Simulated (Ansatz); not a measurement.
# CoP in the zinc-blende structure: Hubbard U from linear response

Linear response gives U from how a shell's filling answers a small shift of its potential. The runs below do this for CoP in the zinc-blende structure.

Program: Ansatz 0.2.0. Level of theory: functionals named at each step; plane waves, U on orthogonalised atomic orbitals unless named otherwise, collinear spin, no spin–orbit coupling. Results are calculated unless marked as measured.

Most raw output is cut from this account.

In doubt: warnings of the run leave room for a lower electronic state (in some of the runs), so energies may not be the lowest and differences between runs may mislead.

## 1. The structure

It takes space group F-43m (No. 216, cubic). Conventional cell: a = 4.879 Å, b = 4.879 Å, c = 4.879 Å, α = 90.00°, β = 90.00°, γ = 90.00°. Co has 4 P at 2.11 Å nearest. Nearest to P lie 4 Co at 2.11 Å. zincblende prototype, lattice guessed from radii. Farther neighbours are not listed.

This cell was built for the study (zincblende prototype, lattice guessed from radii), not taken from an experiment; the compound need not form in this structure.

The cell was relaxed beforehand in Ansatz under PBEsol with U = 4.2 eV on Co d, ortho-atomic projectors, from parallel moments.

## 2. The magnetic state

The response depends on the magnetic state, so a state is chosen first, with a typed U.

3 starts were run under PBE with U = 3.57 eV on Co d, ortho-atomic projectors; the lowest per atom is taken, and its run is shown. Energies are taken at zero occupation width. All starts end non-magnetic.

Contents of input.yaml:

```yaml
crystal:
  lattice:
    - [0.0, 2.439673155, 2.439673155]
    - [2.439673155, 0.0, 2.439673155]
    - [2.439673155, 2.439673155, 0.0]
  atoms:
    - { symbol: Co, position: [0.0, 0.0, 0.0], spin: 2.0 }
    - { symbol: P, position: [0.25, 0.25, 0.25] }
magnetization:
  spin_polarized: true
kpoints:
  mp_grid: { grid: [14, 14, 14] }
hamiltonian:
  xc: pbe
  hubbard:
    sites: [{ species: Co, l: d, u_eff: 3.57 }]
    projectors: ortho-atomic
scf:
  occupations: { method: fermi_dirac, width: 0.1 }
output:
  eigenvalues: true
```

Run with:

```bash
> ansatz run input.yaml --threads 4 --pin off --max-ram 8192MiB --backend cpu --events-out ev --progress --plain --runs-dir out
```

Run time: 2.2 min. Hardware: 4 threads of Arm Neoverse N1, shared host; peak memory 1.7 GiB; 8.4 min of CPU time.

```tsv
start	atoms	final state	energy (meV an atom)
parallel +	2	non-magnetic	0.0
compensated q=(0,1/2,1/2) +−	4	non-magnetic	0.1
compensated q=(0,0,1/2) +−	4	non-magnetic	0.0
```

No atom keeps a moment above 0.05 μB.

Spin density of the compensated q=(0,1/2,1/2) +− start:

## 3. PBE

A run without U, to see what the plain functional makes of this start.

input.yaml, the sections that differ from step 2:

```yaml
crystal:
  lattice:
    - [0.0, 2.439673155, 2.439673155]
    - [2.439673155, 0.0, 2.439673155]
    - [2.439673155, 2.439673155, 0.0]
  atoms:
    - { symbol: Co, position: [0.0, 0.0, 0.0] }
    - { symbol: P, position: [0.25, 0.25, 0.25] }
hamiltonian:
  xc: pbe
magnetization:
  spin_polarized: false
# kpoints, scf, output: as in step 2
```

It took 1.8 s on 4 threads; peak memory 0.34 GiB.

Numbers from this step:

| Property | Result |
| --- | --- |
| magnetization | 0 μB |
| final state | non-magnetic |

Spin is switched off in this run, so a non-magnetic state is imposed, not found.

## 4. PBE, one cell

The cheapest recipe shifts the site in the one cell.

Changes to input.yaml since step 3:

```diff
@@ -9,5 +9,8 @@
 kpoints:
-  mp_grid: { grid: [14, 14, 14] }
+  mp_grid: { grid: [10, 10, 10] }
 hamiltonian:
   xc: pbe
+  hubbard:
+    sites: [{ species: Co, l: d, u_eff: linear-response }]
+    projectors: ortho-atomic
 scf:
```

Wall time 3.6 s (4 threads); peak memory 0.29 GiB; 13 s of CPU time.

Site by site:

```tsv
site	electrons	χ₀ (1/eV)	χ (1/eV)	U (eV)
Co1	8.046	-0.4048	-0.1128	6.39
```

For Co1 the on-site elements alone give 1/χ₀ − 1/χ = 6.39 eV, the inverses of the full matrices 6.39 eV, and the program reports 6.39 eV. The state, moments and gap printed next belong to the closing SCF at this U.

This step gave:

| Item | Value |
| --- | --- |
| magnetization | 0 μB |
| final state | non-magnetic |

U on Co is 6.39 eV. All images of the site are shifted together here, so the value is not converged.

Spin is switched off in this run, so a non-magnetic state is imposed, not found.

## 5. PBE, q-mesh 2×2×2

A mesh of wavevectors stands for a supercell in which the shifted site is farther from its images.

Changes to input.yaml since step 4:

```diff
@@ -15,2 +15,3 @@
     projectors: ortho-atomic
+    lr: { qmesh: [2, 2, 2] }
 scf:
```

Run time: 13 s. Hardware: 4 threads; peak memory 0.39 GiB.

Site by site:

```tsv
site	electrons	χ₀ (1/eV)	χ (1/eV)	U (eV)
Co1	8.046	-0.9306	-0.1201	7.22
```

For Co1 the on-site elements alone give 1/χ₀ − 1/χ = 7.25 eV, the inverses of the full matrices 7.15 eV, and the program reports 7.22 eV, after an interpolation towards a dense mesh that it makes on unshifted meshes and on single cells of several shells. The state, moments and gap printed next belong to the closing SCF at this U.

Numbers from this step:

```yaml
magnetization: 0 μB
final_state: non-magnetic
```

U on Co is 7.22 eV here against 6.39 eV (+13 %) in the run that differs in the way the response is sampled alone (PBE, one cell), at 3.9 times its CPU time. Only one of the two values carries the program's interpolation, which is part of the difference.

Spin is switched off in this run, so a non-magnetic state is imposed, not found.

## 6. PBE, shifted q-mesh 2×2×2

A mesh of wavevectors stands for a supercell in which the shifted site is farther from its images; shifted off q = 0, it leaves out the wavevector at which all images move together.

Changes to input.yaml since step 5:

```diff
@@ -9,3 +9,3 @@
 kpoints:
-  mp_grid: { grid: [10, 10, 10] }
+  mp_grid: { grid: [12, 12, 12] }
 hamiltonian:
@@ -15,3 +15,3 @@
     projectors: ortho-atomic
-    lr: { qmesh: [2, 2, 2] }
+    lr: { qmesh: [2, 2, 2], qmesh_shift: [0.5, 0.5, 0.5] }
 scf:
```

Wall time 56 s (4 threads); peak memory 1.1 GiB; 3.6 min of CPU time.

The response of each shell:

```tsv
site	electrons	χ₀ (1/eV)	χ (1/eV)	U (eV)
Co1	8.046	-0.9864	-0.1196	7.35
```

For Co1 the on-site elements alone give 1/χ₀ − 1/χ = 7.35 eV, the inverses of the full matrices 7.35 eV, and the program reports 7.35 eV. The state, moments and gap printed next belong to the closing SCF at this U.

Read from the output:

```
magnetization : 0 μB
final state   : non-magnetic
```

U on Co is 7.35 eV here against 7.22 eV (+2 %) in the run that differs in the way the response is sampled and in its k-mesh (PBE, q-mesh 2×2×2), at 4.3 times its CPU time. Only one of the two values carries the program's interpolation, which is part of the difference.

Spin is switched off in this run, so a non-magnetic state is imposed, not found.

## 7. PBE, one cell, self-consistent

The one-shot value comes from a state without U, which may be far from the corrected one. Cycling feeds each U back until it stands.

input.yaml, the sections that differ from step 6:

```yaml
kpoints:
  mp_grid: { grid: [10, 10, 10] }
hamiltonian:
  xc: pbe
  hubbard:
    sites: [{ species: Co, l: d, u_eff: self-consistent }]
    projectors: ortho-atomic
    lr: { max_cycles: 12 }
# crystal, scf, output, magnetization: as in step 6
```

It took 14 s on 4 threads; peak memory 0.29 GiB; 51 s of CPU time.

U by cycle:

```tsv
cycle	U put in (eV)	largest change (eV)
1	0	6.4
2	6.39	0.47
3	6.87	0.035
4	6.90	0.0025
```

The response of each shell:

```tsv
site	electrons	χ₀ (1/eV)	χ (1/eV)	U (eV)
Co1	8.257	-0.3723	-0.1043	6.90
```

For Co1 the on-site elements alone give 1/χ₀ − 1/χ = 6.90 eV, the inverses of the full matrices 6.90 eV, and the program reports 6.90 eV. The state, moments and gap printed next belong to the closing SCF at this U.

Numbers from this step:

| Quantity | Value |
| --- | --- |
| magnetization | 0 μB |
| final state | non-magnetic |

U on Co is 6.90 eV here against 6.39 eV (+8 %) in the run that differs in self-consistency alone (PBE, one cell), at 3.9 times its CPU time. Both come from one cell, whose images are shifted too.

Spin is switched off in this run, so a non-magnetic state is imposed, not found.

## 8. PBE, q-mesh 3×3×3

input.yaml, the sections that differ from step 7:

```yaml
kpoints:
  mp_grid: { grid: [12, 12, 12] }
hamiltonian:
  xc: pbe
  hubbard:
    sites: [{ species: Co, l: d, u_eff: linear-response }]
    projectors: ortho-atomic
    lr: { qmesh: [3, 3, 3] }
# crystal, scf, output, magnetization: as in step 7
```

Run time: 50 s. Hardware: 4 threads; peak memory 0.74 GiB; 3.3 min of CPU time.

Bare and screened response, and U:

```tsv
site	electrons	χ₀ (1/eV)	χ (1/eV)	U (eV)
Co1	8.046	-0.9749	-0.1197	7.31
```

For Co1 the on-site elements alone give 1/χ₀ − 1/χ = 7.33 eV, the inverses of the full matrices 7.30 eV, and the program reports 7.31 eV, after an interpolation towards a dense mesh that it makes on unshifted meshes and on single cells of several shells. The state, moments and gap printed next belong to the closing SCF at this U.

Read from the output:

```
magnetization : 0 μB
final state   : non-magnetic
```

U on Co is 7.31 eV here against 7.35 eV (-0.4 %) in the run that differs in the way the response is sampled alone (PBE, shifted q-mesh 2×2×2), at 0.90 times its CPU time. Only one of the two values carries the program's interpolation, which is part of the difference.

Spin is switched off in this run, so a non-magnetic state is imposed, not found.

## 9. PBE, supercell ×2

An explicit supercell repeats the cell in place of a mesh of wavevectors.

Changes to input.yaml since step 8:

```diff
@@ -9,3 +9,3 @@
 kpoints:
-  mp_grid: { grid: [12, 12, 12] }
+  mp_grid: { grid: [10, 10, 10] }
 hamiltonian:
@@ -15,3 +15,3 @@
     projectors: ortho-atomic
-    lr: { qmesh: [3, 3, 3] }
+    lr_supercell: 2
 scf:
```

The job ended after 1.8 min (4 threads; peak memory 1.2 GiB; 6.9 min of CPU time).

The result:

```tsv
site	electrons	U (eV)
Co1	8.046	7.22
```

Numbers from this step:

- magnetization: 0 μB
- final state: non-magnetic

U on Co is 7.22 eV here against 7.22 eV (+0.0 %) in the run that differs in the way the response is sampled alone (PBE, q-mesh 2×2×2), at 8.2 times its CPU time.

Spin is switched off in this run, so a non-magnetic state is imposed, not found.

## 10. PBE, q-mesh 2×2×2, self-consistent

Changes to input.yaml since step 9:

```diff
@@ -13,5 +13,5 @@
   hubbard:
-    sites: [{ species: Co, l: d, u_eff: linear-response }]
+    sites: [{ species: Co, l: d, u_eff: self-consistent }]
     projectors: ortho-atomic
-    lr_supercell: 2
+    lr: { qmesh: [2, 2, 2], max_cycles: 10 }
 scf:
```

The job ended after 49 s (4 threads; peak memory 0.41 GiB).

U by cycle:

```tsv
cycle	U put in (eV)	largest change (eV)
1	0	7.2
2	7.22	0.45
3	7.67	0.029
4	7.70	0.0011
```

The response of each shell:

```tsv
site	electrons	χ₀ (1/eV)	χ (1/eV)	U (eV)
Co1	8.281	-0.6525	-0.1080	7.70
```

For Co1 the on-site elements alone give 1/χ₀ − 1/χ = 7.73 eV, the inverses of the full matrices 7.66 eV, and the program reports 7.70 eV, after an interpolation towards a dense mesh that it makes on unshifted meshes and on single cells of several shells. The state, moments and gap printed next belong to the closing SCF at this U.

Numbers from this step:

| Item | Value |
| --- | --- |
| magnetization | 0 μB |
| final state | non-magnetic |

U on Co is 7.70 eV here against 6.90 eV (+12 %) in the run that differs in the way the response is sampled alone (PBE, one cell, self-consistent), at 3.7 times its CPU time. Only one of the two values carries the program's interpolation, which is part of the difference.

Spin is switched off in this run, so a non-magnetic state is imposed, not found.

## 11. Comparison

```tsv
run	k-mesh	state of the response	U(Co) (eV)	CPU time
PBE	14×14×14	-	0	6.4 s
PBE, one cell	10×10×10	spin switched off	6.39	13 s
PBE, q-mesh 2×2×2	10×10×10	spin switched off	7.22	50 s
PBE, shifted q-mesh 2×2×2	12×12×12	spin switched off	7.35	3.6 min
PBE, one cell, self-consistent	10×10×10	spin switched off	6.90	51 s
PBE, q-mesh 3×3×3	12×12×12	spin switched off	7.31	3.3 min
PBE, supercell ×2	10×10×10	spin switched off	7.22	6.9 min
PBE, q-mesh 2×2×2, self-consistent	10×10×10	spin switched off	7.70	3.1 min
```

## 12. Summary of results

```json
{"U(Co), one-shot value on the finest mesh": "7.31 eV", "U(Co), self-consistent (q-mesh 2×2×2)": "7.70 eV", "range of U(Co) over these recipes": "6.39 to 7.70 eV"}
```

**Reading.** Linear response puts U for Co in CoP in the zinc-blende structure at 7.3 eV (PBE, q-mesh 3×3×3), and the recipes tried spread from 6.4 to 7.7 eV. The cheapest one-shot value (PBE, one cell) is 6.39 eV and that on the finest mesh (PBE, q-mesh 3×3×3) 7.31 eV, -13 % apart, at 15 times the CPU time. Iterating U to self-consistency took 4 cycles and ends at 7.70 eV, against 7.22 eV in one shot on the same sampling. The magnetic states on which the responses were measured: spin switched off; 3 starts finished among the 3 run to choose the order. Where spin is off, a magnetic state at the computed U was not tried and could lie lower. The cell was built from a prototype and relaxed; a distortion that needs a larger cell, or another structure that the compound may prefer, is not captured.

1 further run of the session is left out of this account and of its counts and ranges: runs hit by known faults of a program or its files, repeats, responses too ill-conditioned to give a U, cells squeezed past sense, harmless faults, or fits whose shells could not be counted again from the structure.

[Logs and program files are shortened in this print: banners, set-up blocks, solver, clock and traceback lines can be left out without a mark of their own.]

[Logs are printed without paths, hosts, clocks, repeated set-up lines and the standing remarks that a program may print on its own settings, such as how far it seeks lower states.]

[Hosts, paths, dates, database ids (printed as entryN), source tags and the programs' standing remarks are cut or masked in the printed files.]

[Where a cell is said to come from a database of computed structures, the database is the Materials Project.]
